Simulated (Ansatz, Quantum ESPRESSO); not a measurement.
## Ir (Fm-3m): electron–phonon coupling with Quantum ESPRESSO

What λ does ph.x give for Ir (Fm-3m), and how does it hang on the broadening? The first relaxation steps of the session are not shown, so no cell shown is the starting entry, unless a step says so.

Method: DFT PBE, scalar-relativistic, plane waves, PAW; PAW set soft_1, in the first sound run; inputs show where later runs differ, in Ansatz 0.2.0 and Quantum ESPRESSO 7.5.

**1. The cell after earlier relaxation steps**

The structure is cubic, space group Fm-3m (No. 225). Conventional cell: a = 3.876 Å, b = 3.876 Å, c = 3.876 Å, α = 90.00°, β = 90.00°, γ = 90.00°. Nearest to Ir lie 12 Ir at 2.74 Å.

**2. Relaxation**

The structure is brought to rest under this functional. Earlier relaxation steps are not shown.

File input.yaml:

```yaml
crystal:
  lattice:
    - [0.0, 1.9378803339, 1.9378803339]
    - [1.9378803339, 0.0, 1.9378803339]
    - [1.9378803339, 1.9378803339, 0.0]
  atoms:
    - { symbol: Ir, position: [0.0, 0.0, 0.0] }
kpoints:
  mp_grid: { grid: [14, 14, 14] }
hamiltonian:
  xc: pbe
  pseudopotentials: { kind: paw, azcp: { folder: soft_1 } }
scf:
  occupations: { method: gaussian, width: 0.1 }
output:
  forces: true
  stress: true
  eigenvalues: true
relax:
  adjacent_minimum: "off"
  f_tol: 0.005
  max_steps: 80
  cell: { stress_tol: 0.05 }
```

The run is started by

```bash
ansatz run input.yaml --threads 4 --pin off --max-ram 12288MiB --backend cpu --events-out ev --progress --plain --runs-dir out
```

Numbers of over 12 decimals in the logs are rounded to 6 here.

The program printed:

```text
[the first part of the log is left out]
  E_local      = -1126.001506  (includes V_loc(G=0)·N_el)
  E_nonlocal   = 189.745058
  E_hartree    = 419.631799
  E_xc         = -230.161511
  E_vxc        = -256.589435  (∫ρ·V_xc dr)
  E_paw        = -9265.065451  (= ΣΔE_a)
  E_vpaw       = -280.380485  (= ΣTr[D̂ρ^β])
  E_aug_tail   = 0.000361  (compensation charges beyond the density's cutoff)
  E_ewald      = -2464.379958
  E_smearing   = -0.008058  (= −TS)
  E_closure    = 0.000000  (closes the sum)
  Σ components = -11936.826831   (vs F -11936.826831, Δ=0.00e0)
--- Forces (eV/Å), atoms counted from 1 ---
  atom   1  Ir    -0.00000000     0.00000000     0.00000000
  max |Σ_I F_I| component: 4.72e-32 eV/Å
--- Stress (GPa, compression-positive) ---
       -0.016285      -0.000000      -0.000000
       -0.000000      -0.016285      -0.000000
        0.000000      -0.000000      -0.016285
  P = ⅓ Tr σ = -0.0163 GPa (-0.163 kbar)
--- Band table (eV; the first three rows and the last of 104) ---
  k-point 0: bands = ["-67.8566", "-24.3006", "-24.3006", "-24.3006", "14.1386", "21.2620", "21.2620", "21.2620", "23.8525", "23.8525", "38.6872", "44.0554", "44.0554"]
  k-point 1: bands = ["-67.8537", "-24.3377", "-24.3057", "-24.3057", "14.3602", "21.1465", "21.3558", "21.3558", "23.7931", "23.7931", "39.0639", "43.0621", "44.4201"]
  k-point 2: bands = ["-67.8456", "-24.4409", "-24.3200", "-24.3200", "14.9859", "20.8824", "21.5737", "21.5737", "23.7004", "23.7004", "40.0179", "41.2757", "45.4651"]
  k-point 103: bands = ["-67.7788", "-24.8245", "-24.7325", "-24.5758", "18.8484", "19.6836", "20.9940", "23.4376", "26.4365", "32.9739", "32.9758", "34.6230", "38.0056"]
--- Relaxed structure (3 steps of the walk, 2 accepted, 1 SCFs on fresh bases) ---
  F+E_penalty+E_count = -11936.82683098 eV   max|allowed force component| = 0.000e0 eV/Å   (the final SCF, on the basis selected at the relaxed cell)
  cell:  # Å, volume = 14.5029 Å³
    - [0, 1.935567, 1.935567]
    - [1.935567, 0, 1.935567]
    - [1.935567, 1.935567, 0]
  atoms:
    - { symbol: Ir, position: [0.0, 0.0, 0.0] }
```

Wall time 1.8 s (4 threads of Arm Neoverse V1, shared host); peak memory 0.28 GiB.

Relaxation path:

```
step  energy less that of the first step (eV)  largest force component (eV/Å)  pressure (GPa)  volume (Å³)
   1                                   0.0000                          0.0000           -1.25        14.55
   2                                   0.0005                          0.0000            2.44        14.40
   3                                  -0.0002                          0.0000           -0.02        14.50
   4                                  -0.0002                          0.0000           -0.02        14.50
```

The log counts 1 steps on a newly chosen plane-wave basis, not all of them marked here; energy and pressure can jump at such steps. Relaxation step 2 was tried and not accepted.

```
conventional cell, symmetrised  before  after  change
                         a (Å)   3.876  3.871  -0.1 %
                         b (Å)   3.876  3.871  -0.1 %
                         c (Å)   3.876  3.871  -0.1 %
              volume (Å³/atom)   14.55  14.50  -0.4 %
```

Final coordinates:

```xyz
1
Lattice="0.0000 1.9356 1.9356 1.9356 0.0000 1.9356 1.9356 1.9356 0.0000" Properties=species:S:1:pos:R:3 pbc="T T T"
Ir    0.0000    0.0000    0.0000
```

This step gave:

- pressure: -0.01629 GPa
- volume per atom: 14.50 Å³/atom
- metallic on mesh: yes
- gap on the k-mesh: 0 eV

The largest force is now zero by symmetry and the largest stress component 0.016 GPa.

**3. Second program, ground state**

ph.x needs a tightly converged ground state on the same k mesh; the cell is that of the step before.

This step: DFT PBE, scalar-relativistic, plane waves, GBRV ultrasoft pseudopotentials (Quantum ESPRESSO 7.5).

File pw.in:

```
&control
   calculation = 'scf'
   prefix = 'x'
   outdir = './tmp'
   pseudo_dir = './pseudo'
   tprnfor = .true.
   tstress = .true.
/
&system
   ibrav = 0
   nat = 1
   ntyp = 1
   ecutwfc = 45.0
   ecutrho = 360.0
   occupations = 'smearing'
   smearing = 'fd'
   degauss = 0.00734986
   nbnd = 15
/
&electrons
   conv_thr = 1.0d-11
   mixing_beta = 0.5
/
ATOMIC_SPECIES
 Ir    192.2170  Ir.upf
CELL_PARAMETERS angstrom
     0.000000000    1.935567220    1.935567220
     1.935567220    0.000000000    1.935567220
     1.935567220    1.935567220    0.000000000
ATOMIC_POSITIONS crystal
 Ir     0.000000000   0.000000000   0.000000000
K_POINTS automatic
 12 12 12 0 0 0
```

The run is started by

```bash
OMP_NUM_THREADS=1 mpirun -n 4 pw.x -nk 4 -in pw.in > pw.x.log
```

The program printed:

```text
Program PWSCF v.7.5

     This program is part of the open-source Quantum ESPRESSO suite
     for quantum simulation of materials; please cite
         "P. Giannozzi et al., J. Phys.:Condens. Matter 21 395502 (2009);
         "P. Giannozzi et al., J. Phys.:Condens. Matter 29 465901 (2017);
         "P. Giannozzi et al., J. Chem. Phys. 152 154105 (2020);
     in publications or presentations arising from this work. More details at

     Message from routine setup:
     using ibrav=0 with symmetry is DISCOURAGED, use correct ibrav instead

     G-vector sticks info
     --------------------
     sticks:   dense  smooth     PW     G-vecs:    dense   smooth      PW
     Sum         661     337    121                11191     3943     821

     Using Slab Decomposition

     bravais-lattice index     =            0
     lattice parameter (alat)  =       5.1728  a.u.
     unit-cell volume          =      97.8704 (a.u.)^3
     number of atoms/cell      =            1
     number of atomic types    =            1
     number of electrons       =        15.00
     number of Kohn-Sham states=           15
     kinetic-energy cutoff     =      45.0000  Ry
     charge density cutoff     =     360.0000  Ry
     scf convergence threshold =      1.0E-11
     mixing beta               =       0.5000
     number of iterations used =            8  plain     mixing
     Exchange-correlation= SLA  PW   PBE  PBE
                           (   1   4   3   4   0   0   0)

     celldm(1)=   5.172758  celldm(2)=   0.000000  celldm(3)=   0.000000
     celldm(4)=   0.000000  celldm(5)=   0.000000  celldm(6)=   0.000000

     crystal axes: (cart. coord. in units of alat)
               a(1) = (   0.000000   0.707107   0.707107 )
               a(2) = (   0.707107   0.000000   0.707107 )
               a(3) = (   0.707107   0.707107   0.000000 )

     reciprocal axes: (cart. coord. in units 2 pi/alat)
               b(1) = ( -0.707107  0.707107  0.707107 )
               b(2) = (  0.707107 -0.707107  0.707107 )
               b(3) = (  0.707107  0.707107 -0.707107 )

     PseudoPot. # 1 for Ir read from file:
     ./pseudo/Ir.upf
     Pseudo is Ultrasoft + core correction, Zval = 15.0
     Using radial grid of  983 points,  7 beta functions with:
                l(1) =   0
                l(2) =   0
                l(3) =   1
                l(4) =   1
                l(5) =   1
                l(6) =   2
                l(7) =   2
     Q(r) pseudized with  8 coefficients,  rinner =    1.400   1.400   1.400
                                                       1.400   1.400

     atomic species   valence    mass     pseudopotential
     Ir               15.00   192.21700     Ir( 1.00)

     48 Sym. Ops., with inversion, found

   Cartesian axes

     site n.     atom                  positions (alat units)
         1        Ir     tau(   1) = (   0.0000000   0.0000000   0.0000000  )

     number of k points=    72  Fermi-Dirac smearing, width (Ry)=  0.0073
                       cart. coord. in units 2pi/alat
        k(    1) = (   0.0000000   0.0000000   0.0000000), wk =   0.0011574
        k(    2) = (   0.0589256   0.0589256  -0.0589256), wk =   0.0092593
        k(    3) = (   0.1178511   0.1178511  -0.1178511), wk =   0.0092593
        k(    4) = (   0.1767767   0.1767767  -0.1767767), wk =   0.0092593
        k(    5) = (   0.2357023   0.2357023  -0.2357023), wk =   0.0092593
        k(    6) = (   0.2946278   0.2946278  -0.2946278), wk =   0.0092593
        k(    7) = (  -0.3535534  -0.3535534   0.3535534), wk =   0.0046296
        k(    8) = (   0.1178511   0.0000000  -0.0000000), wk =   0.0069444
        k(    9) = (   0.1767767   0.0589256  -0.0589256), wk =   0.0277778
        k(   10) = (   0.2357023   0.1178511  -0.1178511), wk =   0.0277778
        k(   11) = (   0.2946278   0.1767767  -0.1767767), wk =   0.0277778
        k(   12) = (   0.3535534   0.2357023  -0.2357023), wk =   0.0277778
        k(   13) = (  -0.2946278  -0.4124790   0.4124790), wk =   0.0277778
        k(   14) = (  -0.2357023  -0.3535534   0.3535534), wk =   0.0277778
        k(   15) = (  -0.1767767  -0.2946278   0.2946278), wk =   0.0277778
        k(   16) = (  -0.1178511  -0.2357023   0.2357023), wk =   0.0277778
[...]
k(   65) = (  -0.2357023  -0.4714045   0.7071068), wk =   0.0277778
        k(   66) = (  -0.1767767  -0.4124790   0.6481812), wk =   0.0555556
        k(   67) = (  -0.1178511  -0.3535534   0.5892557), wk =   0.0277778
        k(   68) = (  -0.1178511  -0.4714045   0.7071068), wk =   0.0277778
        k(   69) = (  -0.0589256  -0.4124790   0.6481812), wk =   0.0555556
        k(   70) = (   0.0000000  -0.3535534   0.5892557), wk =   0.0277778
        k(   71) = (  -0.7071068   0.2357023   0.0000000), wk =   0.0138889
        k(   72) = (  -0.7071068   0.3535534   0.0000000), wk =   0.0069444

     Dense  grid:    11191 G-vectors     FFT dimensions: (  32,  32,  32)

     Smooth grid:     3943 G-vectors     FFT dimensions: (  24,  24,  24)

     Initial potential from superposition of free atoms

     starting charge      14.5000, renormalised to      15.0000

     negative rho (up, down):  3.758E-01 0.000E+00
     Starting wfcs are   12 randomized atomic wfcs +    3 random wfcs

     per-process dynamical memory:    14.6 Mb

     Self-consistent Calculation

     iteration #  1     ecut=    45.00 Ry     beta= 0.50
     Davidson diagonalization with overlap
     ethr =  1.00E-02,  avg # of iterations =  6.4

     negative rho (up, down):  3.300E-01 0.000E+00

     total energy              =    -181.66547009 Ry
     estimated scf accuracy    <       0.68022782 Ry

     iteration #  2     ecut=    45.00 Ry     beta= 0.50
     Davidson diagonalization with overlap
     ethr =  4.53E-03,  avg # of iterations =  2.3

     negative rho (up, down):  3.231E-01 0.000E+00

     total energy              =    -181.78155159 Ry
     estimated scf accuracy    <       0.00474160 Ry

     iteration #  3     ecut=    45.00 Ry     beta= 0.50
     Davidson diagonalization with overlap
     ethr =  3.16E-05,  avg # of iterations =  3.6

     negative rho (up, down):  3.195E-01 0.000E+00

     total energy              =    -181.78231746 Ry
     estimated scf accuracy    <       0.00073948 Ry

     iteration #  4     ecut=    45.00 Ry     beta= 0.50
     Davidson diagonalization with overlap
     ethr =  4.93E-06,  avg # of iterations =  2.2

     negative rho (up, down):  3.195E-01 0.000E+00

     total energy              =    -181.78237543 Ry
     estimated scf accuracy    <       0.00001991 Ry

[...]
-25.1847 -25.1541 -25.1541  13.7718  20.1165  20.6370  20.6370  22.6520
    23.1082  34.7733  38.5643  42.4122  43.4383  43.4383  50.9741

          k = 0.1768 0.0589-0.0589 (   511 PWs)   bands (ev):

   -25.2857 -25.1767 -25.1672  14.4290  19.7894  20.8942  20.9151  22.3627
    23.2046  34.7731  39.6038  40.7979  43.9923  44.6060  50.8038

          k = 0.2357 0.1179-0.1179 (   502 PWs)   bands (ev):

   -25.4491 -25.2046 -25.1892  15.4449  19.5680  20.8996  21.0796  22.5913
    23.4996  34.7726  38.6416  40.7055  44.9781  45.8221  48.6562

          k = 0.2946 0.1768-0.1768 (   504 PWs)   bands (ev):

   -25.6247 -25.2301 -25.2187  16.3032  19.9746  20.5532  20.9510  23.5463
    24.1455  34.7696  36.2374  39.9493  44.7372  45.9444  49.2852

          k = 0.3536 0.2357-0.2357 (   496 PWs)   bands (ev):

   -25.7660 -25.2478 -25.2465  16.5783  20.2323  20.7104  21.2388  24.8037
    24.8423  33.4298  34.7797  38.6506  43.3792  44.5261  50.9875

          k =-0.2946-0.4125 0.4125 (   495 PWs)   bands (ev):

   -25.8376 -25.2685 -25.2496  16.5905  20.0878  20.5457  22.3899  25.0212
    26.0408  31.2899  34.7765  38.0579  42.8976  42.9270  52.7665

          k =-0.2357-0.3536 0.3536 (   496 PWs)   bands (ev):

   -25.8221 -25.2751 -25.2384  16.6012  20.1516  20.5424  22.2083  24.5928
    25.9982  31.8484  34.7769  38.1799  42.4867  43.8417  51.6642

          k =-0.1768-0.2946 0.2946 (   502 PWs)   bands (ev):

   -25.7236 -25.2656 -25.2160  16.5564  20.3804  20.7124  20.8839  23.7191
    25.1378  34.3898  34.7930  39.0210  43.3031  46.0739  48.6995

          k =-0.1179-0.2357 0.2357 (   503 PWs)   bands (ev):

   -25.5670 -25.2420 -25.1883  16.0902  19.8042  20.7226  20.9762  22.8052
    24.1754  34.7713  37.0699  40.3868  44.6983  46.0836  48.8932

          k =-0.0589-0.1768 0.1768 (   507 PWs)   bands (ev):

[...]
k =-0.0000-0.1179 0.1179 (   513 PWs)   bands (ev):

[...]
k = 0.2357 0.0000-0.0000 (   504 PWs)   bands (ev):

[...]
k = 0.2946 0.0589-0.0589 (   504 PWs)   bands (ev):

[...]
k = 0.3536 0.1179-0.1179 (   503 PWs)   bands (ev):

[...]
k = 0.4125 0.1768-0.1768 (   503 PWs)   bands (ev):

[...]
k =-0.2357-0.4714 0.4714 (   496 PWs)   bands (ev):

[...]
k =-0.1768-0.4125 0.4125 (   499 PWs)   bands (ev):

[...]
k =-0.1179-0.3536 0.3536 (   502 PWs)   bands (ev):

[...]
k =-0.0589-0.2946 0.2946 (   504 PWs)   bands (ev):

[...]
k = 0.0000-0.2357 0.2357 (   503 PWs)   bands (ev):

[...]
k = 0.3536 0.0000 0.0000 (   504 PWs)   bands (ev):

[...]
k = 0.4125 0.0589-0.0589 (   497 PWs)   bands (ev):

[...]
k = 0.4714 0.1179-0.1179 (   500 PWs)   bands (ev):

[...]
k =-0.1768-0.5303 0.5303 (   497 PWs)   bands (ev):

[...]
k =-0.1179-0.4714 0.4714 (   505 PWs)   bands (ev):

[...]
k =-0.0589-0.4125 0.4125 (   501 PWs)   bands (ev):

[...]
k = 0.0000-0.3536 0.3536 (   500 PWs)   bands (ev):

[...]
k = 0.4714 0.0000-0.0000 (   500 PWs)   bands (ev):

[...]
k = 0.5303 0.0589-0.0589 (   493 PWs)   bands (ev):

[...]
k =-0.1179-0.5893 0.5893 (   489 PWs)   bands (ev):

[...]
k =-0.0589-0.5303 0.5303 (   496 PWs)   bands (ev):

[...]
k = 0.5893 0.0000-0.0000 (   488 PWs)   bands (ev):

[...]
k = 0.0000-0.5893 0.5893 (   494 PWs)   bands (ev):

[...]
k =-0.7071 0.0000 0.0000 (   468 PWs)   bands (ev):

[...]
k = 0.2357 0.1179 0.0000 (   508 PWs)   bands (ev):

[...]
k = 0.2946 0.1768-0.0589 (   502 PWs)   bands (ev):

[...]
k = 0.3536 0.2357-0.1179 (   502 PWs)   bands (ev):

[...]
k = 0.3536 0.1179 0.0000 (   504 PWs)   bands (ev):

[...]
k = 0.4125 0.1768-0.0589 (   499 PWs)   bands (ev):

[...]
k = 0.0000-0.2357 0.3536 (   497 PWs)   bands (ev):

[...]
k = 0.4714 0.1179-0.0000 (   491 PWs)   bands (ev):

[...]
k =-0.1179-0.5893 0.7071 (   492 PWs)   bands (ev):

[...]
k =-0.0589-0.5303 0.6482 (   492 PWs)   bands (ev):

[...]
k =-0.0000-0.4714 0.5893 (   491 PWs)   bands (ev):

[...]
k =-0.7071 0.1179-0.0000 (   486 PWs)   bands (ev):

[...]
k =-0.2357-0.4714 0.7071 (   501 PWs)   bands (ev):

   -25.6769 -25.4342 -25.3016  18.1075  18.5968  19.7003  22.9524  23.6546
    27.0157  34.7614  35.4610  37.7824  40.4350  46.3704  46.8627

          k =-0.1768-0.4125 0.6482 (   496 PWs)   bands (ev):

   -25.6955 -25.4976 -25.3305  18.3571  18.8529  19.6388  22.6123  24.4520
    28.6609  33.2981  34.7777  36.9902  39.5854  45.4522  48.4982

          k =-0.1179-0.3536 0.5893 (   500 PWs)   bands (ev):

   -25.6998 -25.5214 -25.3430  18.5487  18.6019  20.0152  22.3310  24.7529
    30.6529  30.8936  34.7747  37.3304  38.9017  44.9482  49.5447

          k =-0.1179-0.4714 0.7071 (   499 PWs)   bands (ev):

   -25.7099 -25.4896 -25.3768  17.8146  18.2778  20.5616  23.3445  24.9403
    28.9727  33.8279  34.7843  35.5836  38.3117  47.4781  47.7313

          k =-0.0589-0.4125 0.6482 (   497 PWs)   bands (ev):

   -25.6699 -25.5601 -25.3880  18.0607  18.7734  20.1532  22.6977  25.2467
    31.0015  32.2269  34.7642  35.0728  37.7961  47.0826  49.2081

          k = 0.0000-0.3536 0.5893 (   499 PWs)   bands (ev):

   -25.6401 -25.5911 -25.3677  18.3668  19.1890  19.4850  22.5406  24.9381
    30.0652  33.9934  34.1999  34.7870  38.5986  46.6350  48.6218

          k =-0.7071 0.2357 0.0000 (   490 PWs)   bands (ev):

   -25.7164 -25.5098 -25.4096  17.6020  18.1620  21.2036  23.1933  25.5591
    30.8376  32.4329  34.6276  34.7797  37.0981  48.2128  49.3012

          k =-0.7071 0.3536 0.0000 (   488 PWs)   bands (ev):

   -25.6137 -25.6137 -25.4112  18.1309  19.4614  19.4614  22.4216  25.5604
    32.1689  33.0629  33.0629  34.7794  37.2047  48.7617  48.7617

     the Fermi energy is    24.1246 ev

!    total energy              =    -181.78238126 Ry
     estimated scf accuracy    <          3.9E-12 Ry
     smearing contrib. (-TS)   =      -0.00166893 Ry
     internal energy E=F+TS    =    -181.78071233 Ry

     The total energy is F=E-TS. E is the sum of the following terms:
     one-electron contribution =      -8.38158704 Ry
     hartree contribution      =      18.02007976 Ry
     xc contribution           =     -50.40213976 Ry
     ewald contribution        =    -141.01706529 Ry

     convergence has been achieved in   8 iterations

     negative rho (up, down):  3.197E-01 0.000E+00

     Forces acting on atoms (cartesian axes, Ry/au):

     atom    1 type  1   force =     0.00000000    0.00000000    0.00000000

     Total force =     0.000000     Total SCF correction =     0.000000

     Computing stress (Cartesian axis) and pressure

     negative rho (up, down):  3.197E-01 0.000E+00
          total   stress  (Ry/bohr**3)                   (kbar)     P=       -3.38
  -0.00002301  -0.00000000  -0.00000000           -3.38       -0.00       -0.00
  -0.00000000  -0.00002301  -0.00000000           -0.00       -3.38       -0.00
  -0.00000000  -0.00000000  -0.00002301           -0.00       -0.00       -3.38

     Writing all to output data dir ./tmp/x.save/ :
     XML data file, charge density, pseudopotentials, collected wavefunctions

   JOB DONE.
```

Elapsed: 3.4 s, on 4 MPI ranks.

Numbers from this step:

| Quantity | Value |
| --- | --- |
| pressure | -0.3380 GPa |

With these potentials, mesh and smearing the cell is at -0.34 GPa.

(Continued in part 2 of 4.)

[Logs are printed without paths, hosts, clocks, repeated set-up lines and the standing remarks that a program may print on its own settings, such as how far it seeks lower states.]

[Hosts, paths, dates, database ids (printed as entryN), source tags and the programs' standing remarks are cut or masked in the printed files.]
